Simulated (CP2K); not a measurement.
Two runs for the C K edge of 3-fluorocarbonylthiophene. Run A: CP2K XAS_TDP, all-electron GAPW, PBEh(45%), aug-cc-pVDZ, TDA, no relativity. Run B differs in one setting.

First lines with a strength over 0.0015. A:

| atom | energy (eV) | states | strength, one atom |
| --- | --- | --- | --- |
| C2 (bonded to C, F and O) | 283.68 | 1 | 0.0687 |
|  | 288.39 | 1 | 0.0069 |
|  | 288.42 | 1 | 0.0425 |
|  | 289.63 | 1 | 0.0068 |
|  | 290.04 | 1 | 0.0063 |
| C4 (bonded to 3 C) | 281.68 | 1 | 0.0257 |
|  | 285.20 | 1 | 0.0356 |
|  | 285.50 | 1 | 0.0073 |
|  | 285.65 | 1 | 0.0022 |
|  | 286.48 | 1 | 0.0021 |
| C5 (bonded to 2 C and H) | 281.68 | 1 | 0.0531 |
|  | 284.98 | 1 | 0.0093 |
|  | 285.23 | 1 | 0.0053 |
|  | 285.92 | 1 | 0.0050 |
|  | 286.40 | 1 | 0.0039 |
| C6 (bonded to C, S and H) | 281.93 | 1 | 0.0497 |
|  | 284.11 | 1 | 0.0016 |
|  | 284.36 | 1 | 0.0344 |
|  | 285.27 | 1 | 0.0143 |
|  | 286.17 | 1 | 0.0038 |
| C8 (bonded to C, S and H) | 281.26 | 1 | 0.0520 |
|  | 284.84 | 1 | 0.0318 |
|  | 285.84 | 1 | 0.0128 |
|  | 286.52 | 1 | 0.0051 |
|  | 286.80 | 1 | 0.0055 |

B:

| atom | energy (eV) | states | strength, one atom |
| --- | --- | --- | --- |
| C2 (bonded to C, F and O) | 290.33 | 1 | 0.0671 |
|  | 295.03 | 1 | 0.0067 |
|  | 295.07 | 1 | 0.0416 |
|  | 296.28 | 1 | 0.0067 |
|  | 296.69 | 1 | 0.0061 |
| C4 (bonded to 3 C) | 287.09 | 1 | 0.0252 |
|  | 290.61 | 1 | 0.0349 |
|  | 290.90 | 1 | 0.0072 |
|  | 291.06 | 1 | 0.0021 |
|  | 291.88 | 1 | 0.0021 |
| C5 (bonded to 2 C and H) | 287.44 | 1 | 0.0520 |
|  | 290.73 | 1 | 0.0091 |
|  | 290.98 | 1 | 0.0052 |
|  | 291.67 | 1 | 0.0049 |
|  | 292.15 | 1 | 0.0039 |
| C6 (bonded to C, S and H) | 287.22 | 1 | 0.0487 |
|  | 289.40 | 1 | 0.0015 |
|  | 289.65 | 1 | 0.0338 |
|  | 290.56 | 1 | 0.0141 |
|  | 291.45 | 1 | 0.0037 |
| C8 (bonded to C, S and H) | 286.52 | 1 | 0.0511 |
|  | 290.10 | 1 | 0.0312 |
|  | 291.10 | 1 | 0.0126 |
|  | 291.78 | 1 | 0.0050 |
|  | 292.06 | 1 | 0.0054 |

Which was it: the basis, GW2X switched on, the functional, scalar relativity switched on?

GW2X switched on. GW2X shifts an atom's lines together and keeps their spacings. Against PBEh(45%) in aug-cc-pVDZ, the leading lines move by +6.65 eV (C2, to 290.33), +5.41 eV (C4, to 287.09), +5.76 eV (C5, to 287.44), +5.29 eV (C6, to 287.22) and +5.26 eV (C8, to 286.52).

[Hosts, paths, dates, database ids (printed as entryN), source tags and the programs' standing remarks are cut or masked in the printed files.]
